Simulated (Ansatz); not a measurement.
# ScAlSe3 (model cell, started as cubic perovskite with Al in the octahedra): a soft mode frozen in, part 2 of 3

Which phase does ScAlSe3 (model cell, started as cubic perovskite with Al in the octahedra) fall into along its unstable mode, and how much energy does it gain?

Ansatz 0.2.0; DFT PBE, scalar-relativistic, plane waves, PAW; PAW set soft_1.

So far, highest frequency on the path or at a solved wavevector (cm⁻¹): step 2 (phonons on a q mesh) 337. Also lowest frequency on the path (cm⁻¹): step 2 -187.

The structure was built from a prototype and need not be the compound's stable phase.

### Step 5. Energy along the mode, all amplitudes (two of the runs are shown above)

An imaginary frequency means negative curvature, so the energy should fall and then rise again as anharmonic terms take over.

This step gave:

```
depth at the lowest point sampled  : 155.3 meV/atom
largest atomic shift at that point : 0.6 Å
```

Energy from the parent against largest atomic shift:

```csv
largest atomic shift (Å),energy from the parent (meV/atom)
0.000,0
0.040,-1.04
0.080,-4.17
0.140,-12.6
0.220,-30.2
0.320,-60.1
0.450,-106
0.600,-155
```

Displacement at unit largest shift by atom:

```csv
atom,x (Å),y (Å),z (Å),size
Sc1,0.000,0.707,-0.707,1.000
Sc2,0.000,-0.707,0.707,1.000
Al3,0.000,0.000,0.000,0.000
Al4,0.000,0.000,0.000,0.000
Se5,-0.176,0.000,0.000,0.176
Se6,0.176,0.000,0.000,0.176
Se7,0.176,0.000,0.000,0.176
Se8,-0.176,0.000,0.000,0.176
Se9,0.000,0.176,-0.176,0.249
Se10,0.000,-0.176,0.176,0.249
```

The lowest of the steps tried is the last one, at 0.6 Å, 155 meV/atom below the parent; the bottom of the well need not coincide with a step.

### Step 6. Relaxing from the distorted cell

Starting from the lowest point found, all atoms and the cell are let go, so that strain and other modes of the same symmetry can join in.

Input file input.yaml:

```yaml
crystal:
  lattice:
    - [4.8618479548, 4.8618479548, 0.0]
    - [4.8618479548, 0.0, 4.8618479548]
    - [4.8618479548, 0.0, -4.8618479548]
  atoms:
    - { symbol: Sc, position: [0.0872639524, -0.0872639524, 0.0] }
    - { symbol: Sc, position: [-0.0872639524, 0.5872639524, 0.5] }
    - { symbol: Al, position: [0.5, 0.25, 0.75] }
    - { symbol: Al, position: [0.5, 0.75, 0.25] }
    - { symbol: Se, position: [0.5, -0.0108310457, -0.0108310457] }
    - { symbol: Se, position: [0.5, 0.5108310457, 0.5108310457] }
    - { symbol: Se, position: [0.0, 0.5108310457, 0.0108310457] }
    - { symbol: Se, position: [0.0, -0.0108310457, 0.4891689543] }
    - { symbol: Se, position: [0.5216620915, -0.0216620915, 0.5] }
    - { symbol: Se, position: [0.4783379085, 0.5216620915, 0.0] }
kpoints:
  mp_grid: { grid: [8, 8, 8] }
hamiltonian:
  xc: pbe
  pseudopotentials: { kind: paw, azcp: { folder: soft_1 } }
scf:
  occupations: { method: methfessel_paxton, width: 0.2 }
output:
  forces: true
  stress: true
  eigenvalues: true
  write_density: true
  write_potential: true
  elf: true
  volumetric_format: npy
relax:
  adjacent_minimum: "off"
  f_tol: 0.002
  max_steps: 120
  cell: { stress_tol: 0.03 }
```

Command:

```sh
$ ansatz run input.yaml --threads 4 --pin off --max-ram 16384MiB --backend cpu --events-out ev --progress --plain --runs-dir out
```

Numbers of over 12 decimals in the logs are rounded to 6 here.

What it wrote:

```text
[...]
Crystal: 10 atoms, lattice volume = 229.844 Å³
Basis set: ecut = 420 eV, 4573 PW (Γ), exchange–correlation on 96×96×96 points (8 copies of the dense FFT grid, shifted against one another)
Bands: 75, of which v1, the nominal top of the filled ones, is band 62 counted from 1 (61 counted from 0)
Symmetry: 8 space group operations
[...]
k-points: 95 of 512
[...]
SCF iter   1: F=—  HF=-38171.375030 eV  |F-HF|=—  |Δ(HF+E_count)|=         —  Δρ=1.07e-1  dr2=5.92e1  ethr=3.10e-3  ⟨swp⟩=6.9  Hψ=26779  notcnv=0
[...]
SCF iter  12: F=-38167.397907 eV  HF=-38167.397907 eV  |F-HF|=6.96e-9  |Δ(HF+E_count)|=   8.54e-8  S|Δr|=    0.00e0  Δρ=3.89e-6  dr2=4.38e-8  ethr=8.06e-11  ⟨swp⟩=12.3  Hψ=51959  notcnv=0
SCF 1 converged in 12 iterations: F = -38167.397907 eV  dr2 = 4.38e-8
[...]
relax step   1: F+E_penalty+E_count = -38167.39790651 eV  Δ(F+E_penalty+E_count) = +0.000e0 eV  max|allowed force component| = 8.284e-1 eV/Å  Δτ_max = 0.0000 Å  P = +2.626 GPa  Ω = 229.844 Å³  (12 SCF iters, dr2 threshold 1.00e-7 eV, accepted)
Crystal: 10 atoms, lattice volume = 238.783 Å³
Basis set: ecut = 420 eV, 4669 PW (Γ), exchange–correlation on 96×96×96 points (8 copies of the dense FFT grid, shifted against one another)
[...]
SCF iter   7: F=-38168.406996 eV  HF=-38168.406996 eV  |F-HF|=2.95e-7  |Δ(HF+E_count)|=   5.45e-6  S|Δr|=    0.00e0  Δρ=1.23e-5  dr2=2.33e-7  ethr=8.06e-10  ⟨swp⟩=12.1  Hψ=67193  notcnv=0
SCF 2 converged in 7 iterations: F = -38168.406996 eV  dr2 = 2.33e-7
relax step   2: F+E_penalty+E_count = -38168.40699649 eV  Δ(F+E_penalty+E_count) = -1.009e0 eV  max|allowed force component| = 8.909e-1 eV/Å  Δτ_max = 0.1949 Å  P = +1.717 GPa  Ω = 238.783 Å³  energy of the carried Pulay correction = -6.249e-4 eV  (7 SCF iters, dr2 threshold 1.00e-6 eV, accepted)
Crystal: 10 atoms, lattice volume = 245.284 Å³
Basis set: ecut = 420 eV, 4791 PW (Γ), exchange–correlation on 96×96×96 points (8 copies of the dense FFT grid, shifted against one another)
[...]
SCF iter  10: F=-38169.550788 eV  HF=-38169.550788 eV  |F-HF|=1.82e-7  |Δ(HF+E_count)|=   3.68e-9  S|Δr|=    0.00e0  Δρ=7.87e-6  dr2=2.18e-7  ethr=8.06e-10  ⟨swp⟩=12.2  Hψ=72553  notcnv=0
SCF 3 converged in 10 iterations: F = -38169.550788 eV  dr2 = 2.18e-7
relax step   3: F+E_penalty+E_count = -38169.55078771 eV  Δ(F+E_penalty+E_count) = -1.144e0 eV  max|allowed force component| = 7.812e-1 eV/Å  Δτ_max = 0.1950 Å  P = +1.866 GPa  Ω = 245.284 Å³  energy of the carried Pulay correction = -1.065e-3 eV  (10 SCF iters, dr2 threshold 1.00e-6 eV, accepted)
[... from here on, the SCF cycles and remarks between the steps are left out ...]
relax step   4: F+E_penalty+E_count = -38170.39398979 eV  Δ(F+E_penalty+E_count) = -8.432e-1 eV  max|allowed force component| = 3.534e-1 eV/Å  Δτ_max = 0.1950 Å  P = +1.409 GPa  Ω = 253.523 Å³  energy of the carried Pulay correction = -1.605e-3 eV  (8 SCF iters, dr2 threshold 1.00e-6 eV, accepted)
relax step   5: F+E_penalty+E_count = -38170.63406316 eV  Δ(F+E_penalty+E_count) = -2.401e-1 eV  max|allowed force component| = 2.777e-1 eV/Å  Δτ_max = 0.1913 Å  P = -0.042 GPa  Ω = 258.335 Å³  energy of the carried Pulay correction = -1.912e-3 eV  (8 SCF iters, dr2 threshold 1.00e-6 eV, accepted)
relax step   6: F+E_penalty+E_count = -38170.79131938 eV  Δ(F+E_penalty+E_count) = -1.573e-1 eV  max|allowed force component| = 2.111e-1 eV/Å  Δτ_max = 0.1928 Å  P = -0.057 GPa  Ω = 259.792 Å³  energy of the carried Pulay correction = -2.004e-3 eV  (8 SCF iters, dr2 threshold 1.00e-6 eV, accepted)
relax step   7: F+E_penalty+E_count = -38170.80662080 eV  Δ(F+E_penalty+E_count) = -1.530e-2 eV  max|allowed force component| = 2.592e-1 eV/Å  Δτ_max = 0.1934 Å  P = -0.229 GPa  Ω = 260.344 Å³  energy of the carried Pulay correction = -2.039e-3 eV  (9 SCF iters, dr2 threshold 1.00e-6 eV, accepted)
relax step   8: F+E_penalty+E_count = -38170.84083557 eV  Δ(F+E_penalty+E_count) = -3.421e-2 eV  max|allowed force component| = 4.253e-2 eV/Å  Δτ_max = 0.0585 Å  P = +0.201 GPa  Ω = 260.909 Å³  energy of the carried Pulay correction = -2.074e-3 eV  (8 SCF iters, dr2 threshold 1.00e-6 eV, accepted)
relax step   9: F+E_penalty+E_count = -38170.84726190 eV  Δ(F+E_penalty+E_count) = -6.426e-3 eV  max|allowed force component| = 1.155e-2 eV/Å  Δτ_max = 0.0199 Å  P = +0.047 GPa  Ω = 262.692 Å³  energy of the carried Pulay correction = -2.185e-3 eV  (6 SCF iters, dr2 threshold 2.59e-7 eV, accepted)
relax step  10: F+E_penalty+E_count = -38170.84934980 eV  Δ(F+E_penalty+E_count) = -2.088e-3 eV  max|allowed force component| = 9.151e-3 eV/Å  Δτ_max = 0.0144 Å  P = +0.019 GPa  Ω = 263.637 Å³  energy of the carried Pulay correction = -2.244e-3 eV  (7 SCF iters, dr2 threshold 9.76e-8 eV, accepted)
relax step  11: F+E_penalty+E_count = -38170.84932339 eV  Δ(F+E_penalty+E_count) = +2.641e-5 eV  max|allowed force component| = 6.103e-3 eV/Å  Δτ_max = 0.0027 Å  P = -0.023 GPa  Ω = 263.987 Å³  energy of the carried Pulay correction = -2.266e-3 eV  (7 SCF iters, dr2 threshold 5.23e-9 eV, rejected (line search))
relax step  12: F+E_penalty+E_count = -38170.84939432 eV  Δ(F+E_penalty+E_count) = -4.452e-5 eV  max|allowed force component| = 5.852e-4 eV/Å  Δτ_max = 0.0015 Å  P = -0.001 GPa  Ω = 263.784 Å³  energy of the carried Pulay correction = -2.253e-3 eV  (8 SCF iters, accepted)
[...]
SCF iter  10: F=-38170.852701 eV  HF=-38170.852701 eV  |F-HF|=1.53e-9  |Δ(HF+E_count)|=   1.03e-9  S|Δr|=    0.00e0  Δρ=1.53e-7  dr2=1.49e-11  ethr=1.00e-12  ⟨swp⟩=6.8  Hψ=32363  notcnv=0
SCF 13 converged in 10 iterations: F = -38170.852701 eV  dr2 = 1.49e-11
relax step  13: F+E_penalty+E_count = -38170.85270059 eV  Δ(F+E_penalty+E_count) = -3.306e-3 eV  max|allowed force component| = 8.334e-4 eV/Å  Δτ_max = 0.0000 Å  P = +0.011 GPa  Ω = 263.784 Å³  stress off target by 1.86e-2 GPa  SCF on the basis re-selected at this cell (its energy is not comparable with the rows above)  (10 SCF iters)
basis re-selected at this cell: Δ(F+E_penalty+E_count) = -3.306e-3 eV, ΔP = +0.012 GPa vs the last step (what re-selecting the basis moved, of the pressure what is left beyond the Pulay correction that the steps carried, after the strain that the cell walked since its last selection, with what the two solves' SCF thresholds leave and, on support functions, any second-order correction that the steps lacked; it is no m [...]
SCF converged after 10 iterations
[...]
Free energy (F): -38170.852701 eV
[...]
Internal energy: -38170.861959 eV  (E = F + TS)
E sigma→0 (E₀):  -38170.855015 eV
Entropy (-TS):   0.009258 eV (0.926 meV/atom)
Fermi energy:    6.018821 eV
Step filling:    the computed levels leave a gap of 0.0305 eV = 0.2 smearing widths at the electron count; against every level under it full and every level over it empty, smearing changes F+E_penalty+E_count by +2.583 meV and its σ→0 estimate by +0.268 meV
[...]
--- Forces (eV/Å), atoms counted from 1 ---
  atom   1  Sc     0.00000000     0.00075193    -0.00075193
  atom   2  Sc    -0.00000000    -0.00075193     0.00075193
  atom   3  Al    -0.00000000     0.00000000     0.00000000
  atom   4  Al     0.00000000    -0.00000000     0.00000000
  atom   5  Se    -0.00038124     0.00000000    -0.00000000
  atom   6  Se     0.00038124    -0.00000000     0.00000000
  atom   7  Se     0.00038124     0.00000000    -0.00000000
  atom   8  Se    -0.00038124    -0.00000000     0.00000000
  atom   9  Se    -0.00000000     0.00083339    -0.00083339
  atom  10  Se     0.00000000    -0.00083339     0.00083339
  max |Σ_I F_I| component: 1.73e-18 eV/Å
--- Stress (GPa, compression-positive) ---
        0.003335      -0.000000       0.000000
       -0.000000       0.014850      -0.003789
        0.000000      -0.003789       0.014850
  P = ⅓ Tr σ = 0.0110 GPa (0.110 kbar)
--- Band table (eV; the first three rows and the last of 95) ---
  k-point 0: bands = [... 58 lower, 5.2790, 5.4290, 5.7857, 5.8542, 5.9279, 7.0937, 7.2678, 7.8685, ... 9 higher]
  k-point 1: bands = [... 58 lower, 5.1365, 5.3519, 5.6921, 5.7715, 6.3175, 7.2404, 7.3617, 7.8606, ... 9 higher]
  k-point 2: bands = [... 58 lower, 5.0521, 5.1903, 5.5721, 5.7780, 6.6443, 7.4829, 7.6842, 7.8479, ... 9 higher]
  k-point 94: bands = [... 58 lower, 4.4668, 4.7538, 5.1575, 6.0805, 6.8356, 7.3506, 7.9759, 8.3037, ... 9 higher]
--- Relaxed structure (12 steps of the walk, 11 accepted, 1 SCFs on fresh bases) ---
  F+E_penalty+E_count = -38170.85270059 eV   max|allowed force component| = 8.334e-4 eV/Å   (the final SCF, on the basis selected at the relaxed cell)
  cell:  # Å, volume = 263.7836 Å³
    - [4.995063, 5.138886, -0.060977]
    - [4.995063, -0.060977, 5.138886]
    - [4.995063, 0.060977, -5.138886]
  atoms:
    - { symbol: Sc, position: [0.238102, -0.238102, 0.0] }
    - { symbol: Sc, position: [-0.238102, 0.738102, 0.5] }
    - { symbol: Al, position: [0.500000, 0.250000, 0.75] }
    - { symbol: Al, position: [0.5, 0.75, 0.250000] }
    - { symbol: Se, position: [0.500000, -0.052604, -0.052604] }
    - { symbol: Se, position: [0.500000, 0.552604, 0.552604] }
    - { symbol: Se, position: [-8.673617379884035e-19, 0.552604, 0.052604] }
    - { symbol: Se, position: [0.0, -0.052604, 0.447396] }
    - { symbol: Se, position: [0.408743, 0.091257, 0.5] }
    - { symbol: Se, position: [0.591257, 0.408743, -5.551115123125783e-17] }
```

Run time: 6.2 min. Hardware: 4 threads of Arm Neoverse V2, shared host; peak memory 1.6 GiB.

The steps of the relaxation:

```csv
step,energy less that of the first step (eV),largest force component (eV/Å),pressure (GPa),volume (Å³)
1,0.0000,0.8284,2.63,229.84
2,-1.0091,0.8909,1.72,238.78
3,-2.1529,0.7812,1.87,245.28
4,-2.9961,0.3534,1.41,253.52
5,-3.2362,0.2777,-0.04,258.33
6,-3.3934,0.2111,-0.06,259.79
7,-3.4087,0.2592,-0.23,260.34
8,-3.4429,0.0425,0.20,260.91
9,-3.4494,0.0115,0.05,262.69
10,-3.4514,0.0092,0.02,263.64
11,-3.4514,0.0061,-0.02,263.99
12,-3.4515,0.0006,0.00,263.78
13*,-3.4548,0.0008,0.01,263.78
```

Relaxation steps marked * repeat the geometry before them on a plane-wave basis chosen anew for their cell, so energy and pressure can jump there. Relaxation step 11 was tried and not accepted.

Forces are held to the 8 operations that the run works with; a distortion that breaks them can't arise in this run.

```csv
"conventional cell, symmetrised",before,after,change
a (Å),6.876,7.181,+4.4 %
b (Å),9.724,9.990,+2.7 %
c (Å),6.876,7.354,+7.0 %
volume (Å³/atom),22.98,26.38,+14.8 %
```

The atoms that moved most (Å, as changes of fractional coordinates times the final cell):

```csv
atom,dx,dy,dz,length
Sc1,0.000,0.784,-0.784,1.109
Sc2,0.000,-0.784,0.784,1.109
Se9,0.000,-0.587,0.587,0.830
Se10,0.000,0.587,-0.587,0.830
Se7,0.417,0.000,0.000,0.417
Se6,0.417,0.000,0.000,0.417
Se8,-0.417,0.000,0.000,0.417
Se5,-0.417,0.000,0.000,0.417
```

This step gave:

```
pressure        : 0.01101 GPa
volume per atom : 26.38 Å³
```

Valence density in the bc plane of the conventional cell at fractional x = 0.000, with atoms of Sc and Al and Se within 0.2 Å of it. It is the smooth field of the valence electrons, not physical close to the nuclei.

Ten steps, logarithmic in the rise over the least value, from '_' (0 e/Å³) to '@' (45 e/Å³), each cell a mean:
```
________________________________________________________
________________________________________________________
______________________________________..::--::__________
____________________________________..--++++==..________
____________________________________..==****++::________
__________....::....________________..--++++==::________
________..::==++--..__________________..----::__________
______....--%%@@**::..__________________......__________
______....--%%@@++::..________________..........________
______....::====--....______________....::::::....______
________......::....______________....::**##==::..______
____________......________________....==%%@@**::..______
__________....::..__________________..--##%%++::..______
__________::====--..________________....----::..________
________..==++**++::____________________......__________
________..==****++::____________________________________
__________::====--..____________________________________
____________......______________________________________
________________________________________________________
________________________________________________________
```
Columns run along b (10.0 Å), rows up along c (7.4 Å), edges of the conventional cell, whose origin can differ from the input's. Atoms in or near the plane, at fractional coordinates: Sc at (0.75, 0.76), Sc at (0.25, 0.24), Al at (0.00, 0.50), Al at (0.50, 0.50), Se at (0.25, 0.59), Se at (0.75, 0.41).

ELF in the bc plane of the conventional cell at fractional x = 0.000, with atoms of Sc and Al and Se within 0.2 Å of it. It is the smooth field of the valence electrons, not physical close to the nuclei.

Ten even steps from '_' (0.00) to '@' (0.84), each cell a mean:
```
________________________________________________________
________________________________________::--..__________
__________..::::..____________....____--##%%++..__....__
________..==**##++--__________........**##****--__......
______..==%%@@@@%%**::______........::**==..**++........
......--##@@@@@@@@%%==......::::::....****++##--__..::::
--::::++%%@@%%##%%%%**--::::----::..__::++**==....::----
::--++##%%##--::++%%%%**==::--------::::------::::--==--
__::**%%%%##--::++%%%%%%==..__::==++**########**++++--..
--..**%%%%%%##**%%%%%%%%--..--..++##%%%%%%%%%%%%%%##::..
....++####%%%%%%%%%%##**::__....**%%%%%%++==**%%%%%%==__
..--======++++++++======--::..--**%%%%##::..++%%%%##==..
--==--::....--==::....::--==----==**%%%%++==##%%##++----
::::::....==####++::__..::::::....==##@@@@@@@@%%**::..::
........::**++--**==....::....____::**%%@@@@@@##--..__..
........::**==--**==........________--**%%%%##==..______
__....__..++##%%##::__....____________--==++--..________
____..____..++**--____....______________....____________
______________..________________________________________
________________________________________________________
```
Columns run along b (10.0 Å), rows up along c (7.4 Å), edges of the conventional cell, whose origin can differ from the input's. Atoms in or near the plane, at fractional coordinates: Sc at (0.75, 0.76), Sc at (0.25, 0.24), Al at (0.00, 0.50), Al at (0.50, 0.50), Se at (0.25, 0.59), Se at (0.75, 0.41).

Electrostatic potential energy in the bc plane of the conventional cell at fractional x = 0.000, with atoms of Sc and Al and Se within 0.2 Å of it. With pseudopotentials it is smooth inside the atoms' cores, unlike the true potential.

Values in eV, 11 rows by 16 columns, each cell a mean:
```
 11  11  10   9   9  10  11  11  11  10   7   4   3   6   9  11
 11  11  11  10  10  11  11  11  10   9   1 -19 -22  -3   8  10
 10  10  10   7   6   9  10  10   9   7  -5 -33 -35 -14   6   9
  4   7   3  -7  -5  -1   7   5   4   6   1 -18 -21  -3   5   5
 -7  -2  -3   1   7  -7   1  -7  -7  -2   6   3   1   5   1  -7
  5  -6   3  -7  -7   1  -2   0   5  -6   1  -7  -6  -2  -3   0
 -7   1   5   1   0   5   3  -6  -7   1  -3   1   7  -7   3  -6
  6   6  -1 -25 -29  -7   6   6   7   8   5  -6  -6   2   8   7
 10   8  -5 -32 -34 -13   6   9  10  10  10   9   9  10  11  10
 11   9   3 -11 -14   0   8  10  11  11  11  10  10  11  11  11
 11  10   8   6   5   7  10  11  11  11  10   9   9   9  10  11
```
Columns run along b (10.0 Å; values clipped at the 3rd and 97th percentile), rows up along c (7.4 Å), edges of the conventional cell, whose origin can differ from the input's. Atoms in or near the plane, at fractional coordinates: Sc at (0.75, 0.76), Sc at (0.25, 0.24), Al at (0.00, 0.50), Al at (0.50, 0.50), Se at (0.25, 0.59), Se at (0.75, 0.41).

The distorted start has space group Imma; the relaxation ends in Imma.

[end of part 2 of 3]

[Logs are printed without paths, hosts, clocks, repeated set-up lines and the standing remarks that a program may print on its own settings, such as how far it seeks lower states.]

[Hosts, paths, dates, database ids (printed as entryN), source tags and the programs' standing remarks are cut or masked in the printed files.]
